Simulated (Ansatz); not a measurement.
# A hole started on a pair of Cl atoms pulled together in NaCl (Fm-3m), part 3 of 3

Question: is an added hole in NaCl (Fm-3m) a free carrier or a small polaron? The trial puts it on a pair of Cl atoms pulled together. The model is a cell of 128 host atoms; several levels of theory are compared, with their cost.

Ansatz 0.2.0; plane-wave PAW DFT, PBE0; relaxation of all atoms of a supercell at fixed charge in a uniform background; PAW set soft_1.

So far. Step 4 (States in the gap, PBE0): Uncorrected and at zero smearing, the relaxed cell lies 0.37 eV below the carrier in the undistorted cell. Step 5 (Placing the level against the band edges): Counted from the neutral cell, this state lies 0.24 eV below a free hole at the valence top.

In doubt: a hybrid run on one k-point (step 4), which bears on gaps, levels and energies.

**6. Koopmans check**

Level of this step: place-levels on PBE0 runs: charge-transition levels and formation energies with image-charge correction and potential alignment at the atomic sites; PAW set soft_1 (Ansatz).

With the atoms held, the hole is filled again. If the energy is linear in the filling of the trapped state, its one-particle level equals the difference of the two total energies; the miss tells whether the cure for self-interaction is too weak or too strong.

vertical.hyb.yaml

```yaml
host:
  run: host.hyb.run
states: [qp1_M1_trap.hyb.run, q0_ideal.hyb.run, q0_M2_trap.hyb.run]
geometry_from:
  qp1_M1_trap.hyb.run: qp1_M1_trap.hrelax.run
  q0_ideal.hyb.run: q0_ideal.hrelax.run
  q0_M2_trap.hyb.run: q0_M2_trap.hrelax.run
  qp1_M1_trap.hyb.at_q0.run: qp1_M1_trap.hrelax.run
chemical_potentials: {}
epsilon: 2.56
static_epsilon: 6.02
vertical:
  - { from: qp1_M1_trap.hyb.run, to: qp1_M1_trap.hyb.at_q0.run, alignment: { sites: { defect_position: [0.25, 0.625, 0.375] } } }
```

On the command line:

```
$ ansatz place-levels vertical.hyb.yaml -- --threads 10 --pin off --max-ram 65945MiB
```

Numbers of over 12 decimals in the logs are rounded to 6 here.

Log:

```text
[...]
(+1/0) 0.236 eV above the valence edge, 7.057 eV under the conduction edge
formation energy of charge +1: -0.236 eV with the Fermi level at the valence edge
formation energy of charge 0: -0.000 eV with the Fermi level at the valence edge
vertical +1 to 0: -4.772 eV against the conduction edge, +2.521 eV against the valence edge
  from vertical[0].from (qp1_M1_trap.hyb.run) to vertical[0].to (qp1_M1_trap.hyb.at_q0.run): correction +0.093 eV (with +0.000 eV of the moments' energy among images, +0.000 omitted), at epsilon 2.56, the first's at 6.02; [...]
  one-particle level at charge +1: +1.738 eV over the valence edge, correction -0.493 eV
  of that level: its mesh has one k-point along a cell vector, or a list of points, so that it can be tenths of an eV off: output.eigenstates.nscf_kmesh removes part of the error, and two divisions an axis in kpoints.mp_grid remove most of it
  one-particle level at charge 0: +3.286 eV over the valence edge, correction +0.678 eV
[...]
edges by pbe0, gap 7.293 eV; the host is sampled to repeats of 15.84 Å
  the defect's cells are sampled to repeats of 15.84 Å, like sampling
[...]
charge +1: by its potential at epsilon 2.56 it stands at 0.250 0.625 0.375, with an rms radius of about 1.1 Å (1.1 0.0 0.0 Å across the planes of the cell's vectors)
  charge 0: +0.000 eV for its dipole among its images, +0.000 omitted
[...]
of vertical[0].from (qp1_M1_trap.hyb.run): its only k-point is the zone centre, where a defect's energies can be off by tenths of an eV or more: see "From the zone centre to a mesh" in the quickstart; [...]
  of vertical[0].to (qp1_M1_trap.hyb.at_q0.run): its only k-point is the zone centre, where a defect's energies can be off by tenths of an eV or more: see "From the zone centre to a mesh" in the quickstart; [...]
```

Wall time 0.44 s (10 threads of AMD EPYC 7R13 (Zen 3), shared host).

For the trial state:

```csv
vertical level from total energies (eV),its correction (eV),one-particle level at charge +1 (eV),at charge 0 (eV)
2.52,0.09,1.74,3.29
```

All above the valence top and corrected for the images. The level at charge +1 misses the vertical level by 0.78 eV.

**7. Relaxing again with PBEsol**

As a control, the same structure relaxes without exact exchange or U. The start is the structure of PBE0.

qp1_M1_trap.semirelax/input.yaml

```yaml
crystal:
  checkpoint: "../qp1_M1_trap.hrelax.run"
  host: checkpoint
total_charge: 1
basis:
  ecutwfc: 420
  xc_grid: 2
hamiltonian:
  xc: pbesol
  pseudopotentials: { kind: paw, azcp: { folder: soft_1 }, xc_functional: pbe }
kpoints:
  mp_grid: { grid: [1, 1, 1] }
magnetization:
  spin_polarized: true
  initial_magnetization: 1
  spin_locking: { lock_magnetization: hard }
scf:
  occupations: { method: fermi_dirac, width: 0.01 }
  max_iter: 60
output:
  forces: true
  charged_corrections:
    epsilon: 2.56
    static_epsilon: 6.02
    defect_position: [0.25, 0.625, 0.375]
relax:
  f_tol: 0.02
  max_steps: 60
  escape_saddle: false
checkpoint:
  read: "../qp1_M1_trap.hrelax.run"
  write: "../qp1_M1_trap.semirelax.run"
  compress: false
  write_wavefunctions: true
  write_every: 100000
```

On the command line:

```
$ ansatz run input.yaml --threads 10 --pin off --max-ram 65945MiB --backend cuda --events-out ev --progress --plain --runs-dir out
```

Run time: 14 s. Hardware: 1 × NVIDIA H100 80GB HBM3 with 10 threads; peak memory 3.6 GiB; 37 s of CPU time.

The relaxation took 6 steps and gained 0.50 eV.

From the single point at the end of this step. The sizes of the moments in the atoms' spheres add to about 0.9 μB, shared by more than 30 atoms in effect: the carrier has spread out.

No level is given here: the program refused to align this charged cell with the host.

**8. Atoms held, PBE0 (α = 0.15)**

With the atoms held, the share of exact exchange is changed, to see how the carrier and its level follow it.

qp1_M1_trap.hyb2/input.yaml

```yaml
crystal:
  checkpoint: "../qp1_M1_trap.hrelax.run"
  host: checkpoint
total_charge: 1
basis:
  ecutwfc: 420
  xc_grid: 2
hamiltonian:
  xc: { preset: pbe0, exx: 0.15 }
  pseudopotentials: { kind: paw, azcp: { folder: soft_1 } }
kpoints:
  mp_grid: { grid: [1, 1, 1] }
magnetization:
  spin_polarized: true
  initial_magnetization: 1
  spin_locking: { lock_magnetization: hard }
scf:
  occupations: { method: fixed }
  max_iter: 60
output:
  forces: true
  charged_corrections:
    epsilon: 2.56
    static_epsilon: 6.02
    defect_position: [0.25, 0.625, 0.375]
  eigenvalues: true
  eigenstates: { localisation: true }
  populations: true
  efg: {}
  write_density: true
  write_potential: true
  volumetric_format: npy
checkpoint:
  read: "../qp1_M1_trap.hrelax.run"
  write: "../qp1_M1_trap.hyb2.run"
  compress: false
  write_wavefunctions: true
  write_every: 100000
```

The job ended after 44 s (1 × NVIDIA H100 80GB HBM3 with 10 threads; peak memory 3.7 GiB; 3.1 min of CPU time).

Largest moments: 0.41 μB on Cl52, 0.41 μB on Cl20 and 0.00 μB on Cl116. The sizes of the moments in the atoms' spheres add to about 0.9 μB, shared by 2.2 atoms in effect, 96 % of it within 3.2 Å of the largest: the carrier is localised at or next to the trial site.

The energy against the free carrier goes from -0.24 eV (PBE0) to 0.20 eV, and the gap from 7.29 to 6.44 eV.

**9. All levels of theory side by side**

```csv
level of theory,atoms,gap (eV),atoms that share the moment,localised,energy against the free hole (eV),Koopmans miss (eV),time for the trial state
PBE0 †,relaxed,7.29,2.1,yes,-0.24,-0.78,3.6 min
PBEsol,relaxed,-,more than 30,no,-,-,25 s
PBE0 (α = 0.15) †,held,6.44,2.2,yes,0.20,-1.17,44 s
```

† Here the hybrid relaxation or its single point carries a warning about the state that it reached (a narrow gap in its semilocal warm-up or between frontier levels), so a lower state with the carrier may exist.

**10. Summary of results**

```yaml
carrier_localised_pbesol: no
state_found_lowest_state_in_doubt_pbe0: localised
```

**Reading.** With PBE0 the hole is localised, shared by Cl52 and Cl20, and lies 0.24 eV below the free carrier: bound at this level, by a margin within the error of sampling and correction. The hybrid relaxation or its single point carries a warning about the state that it reached (a narrow gap in its semilocal warm-up or between frontier levels), so a lower state with the carrier may exist; the numbers describe the state found. The hole binds Cl52 and Cl20 into a pair, 3.96 Å apart without it and 2.69 Å with it (PBE0). The answer hangs on the method: localised after relaxing with PBE0, spread with PBEsol. Semilocal functionals favour spread carriers, so their answer alone decides nothing. None of the 2 settings checked meets the Koopmans condition; the smallest miss is 0.78 eV (PBE0), in the direction of too weak a cure for self-interaction, so trapping is likely understated there. A relaxation step took 22 s with PBE0 and 2.4 s with PBEsol. The point with the carrier in the undistorted cell ran without the search for lower states. One trial site was relaxed, so another site or form can lie lower. Limits: no wide search over starts, one cell size, no temperature.

[Logs are printed without paths, hosts, clocks, repeated set-up lines and the standing remarks that a program may print on its own settings, such as how far it seeks lower states.]

[Hosts, paths, dates, database ids (printed as entryN), source tags and the programs' standing remarks are cut or masked in the printed files.]

[For some hosts the program warned that the k-mesh of the response run may be too coarse for force constants and the static dielectric constant; such warnings are not shown here.]
